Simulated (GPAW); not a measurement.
# A Fe chain with a Pt atom on top of one atom: transmission at several levels, part 2 of 2

How well does a Fe chain with a Pt atom on top of one atom conduct at low bias, and how far do basis and functional move the answer?

GPAW 26.7.0; GPAW LCAO, PAW setups; Landauer transmission from Green's functions with principal layers (ASE), zero bias.

So far, conductance (G₀): step 2 (GPAW, dzp, PBE, GPAW) 1.21; step 3 (basis szp(dzp), PBE, GPAW) 1.44; step 4 (basis sz(dzp), PBE, GPAW) 1.31; step 5 (LDA) 1.42.

## Step 8: Potential alignment off, broadening 1e-05, functional revPBE (continued)

Transmission of the three most open eigenchannels against energy, zero at the Fermi level:

| energy (eV) | channel 1 up | channel 2 up | channel 3 up | channel 1 down | channel 2 down | channel 3 down |
| --- | --- | --- | --- | --- | --- | --- |
| -2.000 | 0.996 | 0.951 | 0.522 | 0.952 | 0 | 0 |
| -1.800 | 0.998 | 0.955 | 0.426 | 0.950 | 0 | 0 |
| -1.600 | 0.997 | 0.954 | 0.334 | 0.937 | 0 | 0 |
| -1.400 | 1.000 | 0.972 | 0.197 | 0.877 | 2.9e-12 | 0 |
| -1.200 | 1.000 | 0.958 | 0.0126 | 0.568 | 0.537 | 0.0160 |
| -1.000 | 0.0862 | 0 | 0 | 0.986 | 0.678 | 0.243 |
| -0.800 | 0.481 | 0 | 0 | 0.996 | 0.410 | 0.188 |
| -0.600 | 0.618 | 0 | 0 | 0.998 | 0.198 | 0.176 |
| -0.400 | 0.623 | 0 | 0 | 0.993 | 0.825 | 0.129 |
| -0.200 | 0.471 | 0 | 0 | 0.996 | 0.914 | 0.0882 |
| 0.000 | 0.00140 | 0 | 0 | 0.997 | 0.947 | 0.138 |
| 0.200 | 0.807 | 0 | 0 | 0.996 | 0.964 | 0.771 |
| 0.400 | 0.982 | 0 | 0 | 0.999 | 0.903 | 0.866 |
| 0.600 | 0.998 | 0 | 0 | 0.999 | 0.982 | 0.865 |
| 0.800 | 1.000 | 0 | 0 | 0.999 | 0.993 | 0.884 |
| 1.000 | 1.000 | 0 | 0 | 0.966 | 0.941 | 0.915 |
| 1.200 | 1.000 | 0 | 0 | 0.989 | 0.958 | 0.874 |
| 1.400 | 1.000 | 0 | 0 | 0.987 | 0.955 | 0.831 |
| 1.600 | 0.999 | 0 | 0 | 1.000 | 0.949 | 0.785 |
| 1.800 | 0.998 | 0 | 0 | 0.976 | 0.934 | 0.798 |
| 2.000 | 0.996 | 0 | 0 | 0.996 | 1.6e-12 | 1.6e-12 |

The conductance, 1.11 G₀, lies 8.0 % below that of the dzp run.

## Step 9: Grid spacing 0.16, k-points along the lead 4, smearing 0.025

The real-space grid carries density and potential; a coarse one breaks translation symmetry along the lead and scatters electrons that should pass. The lead's own mesh along the current sets its density and potential; where the lead is aligned to the junction's end layer, a rigid shift drops out. Smearing helps the SCF of a metal converge, but it blurs occupations at band edges near the Fermi level.

Contents of run.py:

```python
import json
import numpy as np
from ase import Atoms
from ase.transport.calculators import TransportCalculator
from gpaw import GPAW, FermiDirac
from gpaw.lcao.tools import get_lcao_hamiltonian
from scipy.linalg import eigh

# The junction with lead layers at both ends, along the third cell vector
device = Atoms(
    ['Fe', 'Fe', 'Fe', 'Fe', 'Fe', 'Fe', 'Pt', 'Fe', 'Fe', 'Fe', 'Fe', 'Fe'],
    positions=[
        [4.50000, 4.50000, 1.13000],
        [4.50000, 4.50000, 3.39000],
        [4.50000, 4.50000, 5.65000],
        [4.50000, 4.50000, 7.91000],
        [4.50000, 4.50000, 10.17000],
        [4.50000, 4.50000, 12.43000],
        [6.68950, 4.50000, 12.43000],
        [4.50000, 4.50000, 14.69000],
        [4.50000, 4.50000, 16.95000],
        [4.50000, 4.50000, 19.21000],
        [4.50000, 4.50000, 21.47000],
        [4.50000, 4.50000, 23.73000]],
    cell=[[9.0, 0.0, 0.0], [0.0, 9.0, 0.0], [0.0, 0.0, 24.86]],
    pbc=True,
    magmoms=[3.0, 3.0, 3.0, 3.0, 3.0, 3.0, 0.0, 3.0, 3.0, 3.0, 3.0, 3.0])

# One principal layer of the lead: the first 3 atoms of the device
lead = Atoms(
    ['Fe', 'Fe', 'Fe'],
    positions=[
        [4.50000, 4.50000, 1.13000],
        [4.50000, 4.50000, 3.39000],
        [4.50000, 4.50000, 5.65000]],
    cell=[[9.0, 0.0, 0.0], [0.0, 9.0, 0.0], [0.0, 0.0, 6.78]],
    pbc=True,
    magmoms=[3.0, 3.0, 3.0])

settings = dict(mode='lcao', basis='dzp', xc='PBE', h=0.16,
                occupations=FermiDirac(0.025), maxiter=250,
                mixer=dict(beta=0.05, nmaxold=8, weight=100.0),
                convergence=dict(density=0.0001))
energies = np.arange(-2, 2 + 1e-9, 0.05)
eta = 0.0001
n1, n2 = 1, 1
# k and -k transmit alike, so half of the mesh across the current serves
mesh = [(i, j) for i in range(n1) for j in range(n2) if (i, j) <= (-i % n1, -j % n2)]
weights = np.array([1 if (i, j) == (-i % n1, -j % n2) else 2 for i, j in mesh]) / (n1 * n2)

# [... helper functions left out ...]
fermi_lead = ground_state(lead, (1, 1, 4), 'lead.txt')
fermi_device = ground_state(device, (1, 1, 3), 'device.txt')
# [... loop over the mesh left out, but for ...]
        # Shift the lead onto the potential of the device's first layer
        shift = ((H[:, 0, 0] - H0[:, 0, 0]) / S0[0, 0]).real.mean()
# [...]
kT = 8.617333e-5 * 77
bias = [0.1, 0.2, 0.5, 1.0, 1.5, 2.0]
# [... integrals and printing left out ...]
```

On the command line:

```
> OMP_NUM_THREADS=1 OPENBLAS_NUM_THREADS=1 python run.py
```

Elapsed: 5.7 min, on 1 thread of Arm Neoverse V2, shared host; peak memory 2 GiB.

The run finished with changed settings (h = 0.16, lead_nz = 4 and width = 0.025); it serves as a test.

The two runs compared:

| quantity | this run | sound run | difference |
| --- | --- | --- | --- |
| conductance (G₀) | 1.2661 | 1.2081 | 0.0580 |
| largest coupling past the next principal layer (eV) | 5.781e-5 | 5.770e-5 | 1.1e-7 |
| largest misfit of the first principal layer (eV) | 0.23440 | 0.11738 | 0.117 |
| shift that aligns the lead (eV) | 0.11896 | 0.022675 | 0.0963 |
| transmission at the Fermi level, spin up | 0.010036 | 0.027451 | -0.0174 |
| transmission at the Fermi level, spin down | 2.5130 | 2.3743 | 0.139 |

The two runs differ clearly in the shift that aligns the lead: 0.119 eV against 0.0227 eV.

## Step 10: What came out

```
conductance                                        : 1.21 G₀
transmission at the Fermi level, mean of the spins : 1.20
```

In words: In the dzp basis the junction conducts 1.21 G₀ at 77 K, with T = 1.20 as the mean of the two spins at the Fermi level; the sz basis reaches that conductance within 10 %. The current is spin polarised: -98 % at the Fermi level, counted as (up - down)/(up + down). Measured against the first run (dzp), the nearest curve is that of dzp-LDA (r.m.s. 0.42) and the farthest that of sz (0.58). Over the compared runs wall time goes from 102 s (sz) to 322 s (dzp), on a shared host. The geometry was built from estimated bond lengths and not relaxed, so the numbers describe this model structure. Spin-orbit coupling is left out, which matters for the heavy atoms here. The moments started parallel, and no other order was tried; chains of Cr or Mn atoms, among others, may prefer antiparallel neighbours. An evenly spaced straight chain is an idealisation: free chains tend to dimerise, zigzag or, where a band edge lies near the Fermi level, turn magnetic. The currents use the zero-bias T(E) throughout, which holds only while the bias is small against the distance to the nearest feature. One magnetic start was tried; another order may lie lower. The thermopower isn't quoted: it samples T(E) farther from the Fermi level than the conductance does, and the energy grid wasn't tested for it.

[Logs are printed without paths, hosts, clocks, repeated set-up lines and the standing remarks that a program may print on its own settings, such as how far it seeks lower states.]

[Hosts, paths, dates, database ids (printed as entryN), source tags and the programs' standing remarks are cut or masked in the printed files.]
